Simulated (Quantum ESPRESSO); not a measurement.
# BaFe2S3: parallel and opposed starts

Does BaFe2S3 prefer parallel or opposed moments?

Calculated with Quantum ESPRESSO 7.5; LDA with U = 4.5 eV on Fe d (ortho-atomic projectors); plane waves with GBRV 1.5 LDA potentials, no spin-orbit coupling.

### 1. The structure

The structure is orthorhombic, space group Cmcm (No. 63). The conventional cell has a = 8.784 Å, b = 11.219 Å, c = 5.286 Å, α = 90.00°, β = 90.00°, γ = 90.00°. Nearest to Ba lie 10 S at 3.29 to 3.92 Å and 4 Fe at 3.92 Å. Nearest to Fe lie 4 S at 2.27 to 2.29 Å. Nearest to S lie 2 Fe at 2.27 Å and 4 Ba at 3.29 to 3.92 Å. S has 4 Fe at 2.29 Å and 2 Ba at 3.46 Å nearest. Farther neighbours and most contacts between anions are not listed.

The cell comes from the Crystallography Open Database.

### 2. Run 1 (ferro ++++)

The signs are those of the starting moments on the seeded atoms, the atoms that are given a moment.

Input file pw.in:

```
&CONTROL
  calculation = 'scf'
  prefix = 'pwscf'
  outdir = './tmp'
  pseudo_dir = './pseudo'
  disk_io = 'nowf'
/
&SYSTEM
  ibrav = 0
  nat = 12
  ntyp = 3
  ecutwfc = 40
  ecutrho = 280
  nbnd = 84
  occupations = 'smearing'
  smearing = 'fd'
  degauss = 0.00367493
  nspin = 2
  starting_magnetization(1) = 0
  starting_magnetization(2) = 0.25
  starting_magnetization(3) = 0
/
&ELECTRONS
  conv_thr = 2.4d-08
  electron_maxstep = 150
  mixing_beta = 0.3
/
ATOMIC_SPECIES
Ba    137.3270 ba_lda_v1.uspp.F.UPF
Fe     55.8450 fe_lda_v1.5.uspp.F.UPF
S      32.0600 s_lda_v1.4.uspp.F.UPF
CELL_PARAMETERS angstrom
   4.3917500000   -5.6095000000    0.0000000000
   4.3917500000    5.6095000000    0.0000000000
   0.0000000000    0.0000000000    5.2860000000
ATOMIC_POSITIONS crystal
Ba      0.3141000000    0.6859000000    0.2500000000
Ba      0.6859000000    0.3141000000    0.7500000000
Fe      0.8464000000    0.8464000000    0.0000000000
Fe      0.1536000000    0.1536000000    0.5000000000
Fe      0.1536000000    0.1536000000    0.0000000000
Fe      0.8464000000    0.8464000000    0.5000000000
S       0.8306000000    0.5842000000    0.2500000000
S       0.1694000000    0.4158000000    0.7500000000
S       0.5842000000    0.8306000000    0.7500000000
S       0.4158000000    0.1694000000    0.2500000000
S       0.8853000000    0.1147000000    0.2500000000
S       0.1147000000    0.8853000000    0.7500000000
K_POINTS automatic
4 4 4 0 0 0
HUBBARD {ortho-atomic}
U Fe-3d 4.5000
```

Launch:

```sh
$ OMP_NUM_THREADS=1 mpirun -n 4 pw.x -nk 4 -in pw.in > pw.out
```

What it wrote:

```text
Program PWSCF v.7.5 starts

     Message from routine setup:
     using ibrav=0 with symmetry is DISCOURAGED, use correct ibrav instead

     K-points division:     npool     =       4
     Subspace diagonalization in iterative solution of the eigenvalue problem:

     G-vector sticks info
     --------------------
     sticks:   dense  smooth     PW     G-vecs:    dense   smooth      PW
     Sum        3917    2243    649               139145    60019    9409

     Using Slab Decomposition

     bravais-lattice index     =            0
     lattice parameter (alat)  =      13.4628  a.u.
     unit-cell volume          =    1757.5817 (a.u.)^3
     number of atoms/cell      =           12
     number of atomic types    =            3
     number of electrons       =       120.00
     number of Kohn-Sham states=           84
     kinetic-energy cutoff     =      40.0000  Ry
     charge density cutoff     =     280.0000  Ry
     scf convergence threshold =      2.4E-08
     mixing beta               =       0.3000
     number of iterations used =            8  plain     mixing
     Exchange-correlation=  SLA  PZ   NOGX NOGC
                           (   1   1   0   0   0   0   0)
     Hubbard projectors: ortho-atomic
     Hubbard parameters of DFT+U (Dudarev formulation) in eV:
     U(Fe-3d) =  4.5000

     Internal variables: lda_plus_u =T, lda_plus_u_kind = 0

     Internal variables: orbital_resolved =F, hub_pot_fix =F, apply_U = F

     celldm(1)=  13.462751  celldm(2)=   0.000000  celldm(3)=   0.000000
     celldm(4)=   0.000000  celldm(5)=   0.000000  celldm(6)=   0.000000

     crystal axes: (cart. coord. in units of alat)
               a(1) = (   0.616457  -0.787389   0.000000 )
               a(2) = (   0.616457   0.787389   0.000000 )
               a(3) = (   0.000000   0.000000   0.741980 )

     reciprocal axes: (cart. coord. in units 2 pi/alat)
               b(1) = (  0.811087 -0.635010  0.000000 )
               b(2) = (  0.811087  0.635010 -0.000000 )
               b(3) = ( -0.000000  0.000000  1.347745 )

     PseudoPot. # 1 for Ba read from file:
     ba_lda_v1.uspp.F.UPF
     Pseudo is Ultrasoft + core correction, Zval = 10.0
     Generated by new atomic code, or converted to UPF format
     Using radial grid of  907 points,  7 beta functions with:
                l(1) =   0
                l(2) =   0
                l(3) =   1
                l(4) =   1
                l(5) =   2
                l(6) =   2
                l(7) =   3
     Q(r) pseudized with  6 coefficients,  rinner =    1.700   1.700   1.700
                                                       1.700   1.700   1.700
                                                       1.700

     PseudoPot. # 2 for Fe read from file:
     fe_lda_v1.5.uspp.F.UPF
     Pseudo is Ultrasoft + core correction, Zval = 16.0
     Generated by new atomic code, or converted to UPF format
     Using radial grid of  861 points,  6 beta functions with:
                l(1) =   0
                l(2) =   0
                l(3) =   1
                l(4) =   1
                l(5) =   2
                l(6) =   2
     Q(r) pseudized with  8 coefficients,  rinner =    1.000   1.000   1.000
                                                       1.000   1.000

     PseudoPot. # 3 for S  read from file:
     s_lda_v1.4.uspp.F.UPF
     Pseudo is Ultrasoft + core correction, Zval =  6.0
     Generated by new atomic code, or converted to UPF format
     Using radial grid of  907 points,  6 beta functions with:
                l(1) =   0
                l(2) =   0
                l(3) =   1
                l(4) =   1
                l(5) =   2
                l(6) =   2
     Q(r) pseudized with  8 coefficients,  rinner =    1.300   1.300   1.300
                                                       1.300   1.300

     atomic species   valence    mass     pseudopotential
     Ba               10.00   137.32700     Ba( 1.00)
     Fe               16.00    55.84500     Fe( 1.00)
     S                 6.00    32.06000     S ( 1.00)

     Starting magnetic structure
     atomic species   magnetization
     Ba              0.000
     Fe              0.250
     S               0.000

      8 Sym. Ops., with inversion, found ( 4 have fractional translation)

   Cartesian axes

     site n.     atom                  positions (alat units)
         1        Ba     tau(   1) = (   0.6164568   0.2927511   0.1854950  )
         2        Ba     tau(   2) = (   0.6164568  -0.2927511   0.5564850  )
         3        Fe     tau(   3) = (   1.0435381   0.0000000   0.0000000  )
         4        Fe     tau(   4) = (   0.1893755  -0.0000000   0.3709900  )
         5        Fe     tau(   5) = (   0.1893755  -0.0000000   0.0000000  )
         6        Fe     tau(   6) = (   1.0435381   0.0000000   0.3709900  )
         7        S      tau(   7) = (   0.8721631  -0.1940126   0.1854950  )
         8        S      tau(   8) = (   0.3607505   0.1940126   0.5564850  )
         9        S      tau(   9) = (   0.8721631   0.1940126   0.5564850  )
        10        S      tau(  10) = (   0.3607505  -0.1940126   0.1854950  )
        11        S      tau(  11) = (   0.6164568  -0.6067618   0.1854950  )
        12        S      tau(  12) = (   0.6164568   0.6067618   0.5564850  )

     number of k points=    21  Fermi-Dirac smearing, width (Ry)=  0.0037
                       cart. coord. in units 2pi/alat
        k(    1) = (   0.0000000   0.0000000   0.0000000), wk =   0.0156250
        k(    2) = (   0.0000000   0.0000000   0.3369363), wk =   0.0312500
        k(    3) = (   0.0000000   0.0000000  -0.6738726), wk =   0.0156250
        k(    4) = (   0.2027717   0.1587526   0.0000000), wk =   0.0625000
        k(    5) = (   0.2027717   0.1587526   0.3369363), wk =   0.1250000
        [... 16 further k-points ...]

     Dense  grid:   139145 G-vectors     FFT dimensions: (  72,  72,  54)

     Smooth grid:    60019 G-vectors     FFT dimensions: (  60,  60,  48)

     Check: negative core charge=   -0.000019
     Generating pointlists ...
     new r_m :   0.1903 (alat units)  2.5616 (a.u.) for type    1
     new r_m :   0.1314 (alat units)  1.7685 (a.u.) for type    2
     new r_m :   0.1314 (alat units)  1.7685 (a.u.) for type    3

     Initial potential from superposition of free atoms

     starting charge     115.9744, renormalised to     120.0000

     negative rho (up, down):  1.028E-01 1.028E-01

     STARTING HUBBARD OCCUPATIONS:

     =================== HUBBARD OCCUPATIONS ===================
     ------------------------ ATOM    3 ------------------------
     Tr[ns(  3)] (up, down, total) =   5.00000  0.00000  5.00000
     Atomic magnetic moment for atom   3 =   5.00000
     [... lines left out ...]
     ------------------------ ATOM    4 ------------------------
     Tr[ns(  4)] (up, down, total) =   5.00000  0.00000  5.00000
     Atomic magnetic moment for atom   4 =   5.00000
     [... lines left out ...]
     ------------------------ ATOM    5 ------------------------
     Tr[ns(  5)] (up, down, total) =   5.00000  0.00000  5.00000
     Atomic magnetic moment for atom   5 =   5.00000
     [... lines left out ...]
     ------------------------ ATOM    6 ------------------------
     Tr[ns(  6)] (up, down, total) =   5.00000  0.00000  5.00000
     Atomic magnetic moment for atom   6 =   5.00000
     [... lines left out ...]
     Number of occupied Hubbard levels =   20.0000

     Atomic wfc used for Hubbard projectors are orthogonalized

     Starting wfcs are  102 randomized atomic wfcs

     Self-consistent Calculation

     iteration #  1     ecut=    40.00 Ry     beta= 0.30
     Davidson diagonalization with overlap
     ethr =  1.00E-02,  avg # of iterations =  3.7

     =================== HUBBARD OCCUPATIONS ===================
     ------------------------ ATOM    3 ------------------------
     Tr[ns(  3)] (up, down, total) =   4.87337  1.21259  6.08595
     Atomic magnetic moment for atom   3 =   3.66078
     [... lines left out ...]
     ------------------------ ATOM    4 ------------------------
     Tr[ns(  4)] (up, down, total) =   4.87337  1.21259  6.08595
     Atomic magnetic moment for atom   4 =   3.66078
     [... lines left out ...]
     ------------------------ ATOM    5 ------------------------
     Tr[ns(  5)] (up, down, total) =   4.87337  1.21259  6.08595
     Atomic magnetic moment for atom   5 =   3.66078
     [... lines left out ...]
     ------------------------ ATOM    6 ------------------------
     Tr[ns(  6)] (up, down, total) =   4.87337  1.21259  6.08595
     Atomic magnetic moment for atom   6 =   3.66078
     [... lines left out ...]
     Number of occupied Hubbard levels =   24.3438

     negative rho (up, down):  9.878E-02 9.873E-02

     total energy              =   -1286.30477984 Ry
     estimated scf accuracy    <       1.26877557 Ry

     total magnetization       =    16.00 Bohr mag/cell
     absolute magnetization    =    16.25 Bohr mag/cell

     iteration #  2     ecut=    40.00 Ry     beta= 0.30
     Davidson diagonalization with overlap
     ethr =  1.06E-03,  avg # of iterations =  2.8

     negative rho (up, down):  9.553E-02 9.563E-02

     total energy              =   -1286.41494713 Ry
     estimated scf accuracy    <       0.25311988 Ry

     total magnetization       =    15.95 Bohr mag/cell
     absolute magnetization    =    16.06 Bohr mag/cell

     iteration #  3     ecut=    40.00 Ry     beta= 0.30
     Davidson diagonalization with overlap
     ethr =  2.11E-04,  avg # of iterations =  9.6

     negative rho (up, down):  9.461E-02 9.477E-02

     total energy              =   -1286.45988181 Ry
     estimated scf accuracy    <       0.11380157 Ry

     total magnetization       =    16.00 Bohr mag/cell
     absolute magnetization    =    16.14 Bohr mag/cell

     [... further iterations left out ...]

     iteration # 20     ecut=    40.00 Ry     beta= 0.30
     Davidson diagonalization with overlap
     ethr =  1.01E-09,  avg # of iterations =  3.0

     negative rho (up, down):  9.147E-02 9.238E-02

     total energy              =   -1286.50054419 Ry
     estimated scf accuracy    <       0.00000032 Ry

     total magnetization       =    15.97 Bohr mag/cell
     absolute magnetization    =    16.04 Bohr mag/cell

     iteration # 21     ecut=    40.00 Ry     beta= 0.30
     Davidson diagonalization with overlap
     ethr =  2.65E-10,  avg # of iterations =  3.8

     negative rho (up, down):  9.147E-02 9.238E-02

     total energy              =   -1286.50054665 Ry
     estimated scf accuracy    <       0.00000008 Ry

     total magnetization       =    15.97 Bohr mag/cell
     absolute magnetization    =    16.04 Bohr mag/cell

     iteration # 22     ecut=    40.00 Ry     beta= 0.30
     Davidson diagonalization with overlap
     ethr =  6.64E-11,  avg # of iterations =  3.4

     negative rho (up, down):  9.146E-02 9.237E-02

     total energy              =   -1286.50054695 Ry
     estimated scf accuracy    <       0.00000003 Ry

     total magnetization       =    15.97 Bohr mag/cell
     absolute magnetization    =    16.04 Bohr mag/cell

     iteration # 23     ecut=    40.00 Ry     beta= 0.30
     Davidson diagonalization with overlap
     ethr =  2.56E-11,  avg # of iterations =  2.7

     negative rho (up, down):  9.146E-02 9.237E-02

     Magnetic moment per site  (integrated on atomic sphere of radius R)
     atom   1 (R=0.190)  charge=  7.6224  magn=  0.0277
     atom   2 (R=0.190)  charge=  7.6224  magn=  0.0277
     atom   3 (R=0.131)  charge= 13.8806  magn=  3.3168
     atom   4 (R=0.131)  charge= 13.8806  magn=  3.3168
     atom   5 (R=0.131)  charge= 13.8806  magn=  3.3168
     atom   6 (R=0.131)  charge= 13.8806  magn=  3.3168
     atom   7 (R=0.131)  charge=  3.7412  magn=  0.1483
     atom   8 (R=0.131)  charge=  3.7412  magn=  0.1483
     atom   9 (R=0.131)  charge=  3.7412  magn=  0.1483
     atom  10 (R=0.131)  charge=  3.7412  magn=  0.1483
     atom  11 (R=0.131)  charge=  3.8189  magn=  0.1729
     atom  12 (R=0.131)  charge=  3.8189  magn=  0.1729

     End of self-consistent calculation

     =================== HUBBARD OCCUPATIONS ===================
     ------------------------ ATOM    3 ------------------------
     Tr[ns(  3)] (up, down, total) =   4.86808  1.37514  6.24321
     Atomic magnetic moment for atom   3 =   3.49294
     [... lines left out ...]
     ------------------------ ATOM    4 ------------------------
     Tr[ns(  4)] (up, down, total) =   4.86808  1.37514  6.24321
     Atomic magnetic moment for atom   4 =   3.49294
     [... lines left out ...]
     ------------------------ ATOM    5 ------------------------
     Tr[ns(  5)] (up, down, total) =   4.86808  1.37514  6.24321
     Atomic magnetic moment for atom   5 =   3.49294
     [... lines left out ...]
     ------------------------ ATOM    6 ------------------------
     Tr[ns(  6)] (up, down, total) =   4.86808  1.37514  6.24321
     Atomic magnetic moment for atom   6 =   3.49294
     [... lines left out ...]
     Number of occupied Hubbard levels =   24.9729

     [... lines left out ...]
     the Fermi energy is     8.7610 ev

!    total energy              =   -1286.50054701 Ry
     estimated scf accuracy    <       0.00000001 Ry
     smearing contrib. (-TS)   =      -0.00128166 Ry
     internal energy E=F+TS    =   -1286.49926536 Ry

     The total energy is F=E-TS. E is the sum of the following terms:
     one-electron contribution =   -1075.08698292 Ry
     hartree contribution      =     580.51493151 Ry
     xc contribution           =    -222.04647127 Ry
     ewald contribution        =    -570.42008273 Ry
     Hubbard energy            =       0.53934005 Ry

     total magnetization       =    15.97 Bohr mag/cell
     absolute magnetization    =    16.04 Bohr mag/cell

     convergence has been achieved in  23 iterations

=------------------------------------------------------------------------------=
   JOB DONE.
=------------------------------------------------------------------------------=
```

The job ended after 4.8 min (4 MPI ranks of AMD EPYC 7R43, shared host; peak memory 1.9 GiB; 19 min of CPU time).

Spin moment in the atom's sphere by atom:

| atom | spin moment in the atom's sphere (μB) |
| --- | --- |
| Ba1 | 0.03 |
| Ba2 | 0.03 |
| Fe3 | 3.32 |
| Fe4 | 3.32 |
| Fe5 | 3.32 |
| Fe6 | 3.32 |
| S7 | 0.15 |
| S8 | 0.15 |
| S9 | 0.15 |
| S10 | 0.15 |
| S11 | 0.17 |
| S12 | 0.17 |

Numbers from this step:

- smearing term TS: 0.01744 eV
- magnetization: 15.97 μB
- absolute magnetization: 16.04 μB
- final state: ferromagnetic

(Part 1 of 2 ends here.)

[Logs and program files are shortened in this print: banners, set-up blocks, solver, clock and traceback lines can be left out without a mark of their own.]

[Logs are printed without paths, hosts, clocks, repeated set-up lines and the standing remarks that a program may print on its own settings, such as how far it seeks lower states.]

[Hosts, paths, dates, database ids (printed as entryN), source tags and the programs' standing remarks are cut or masked in the printed files.]

[Where a cell is said to come from a database of computed structures, the database is the Materials Project.]
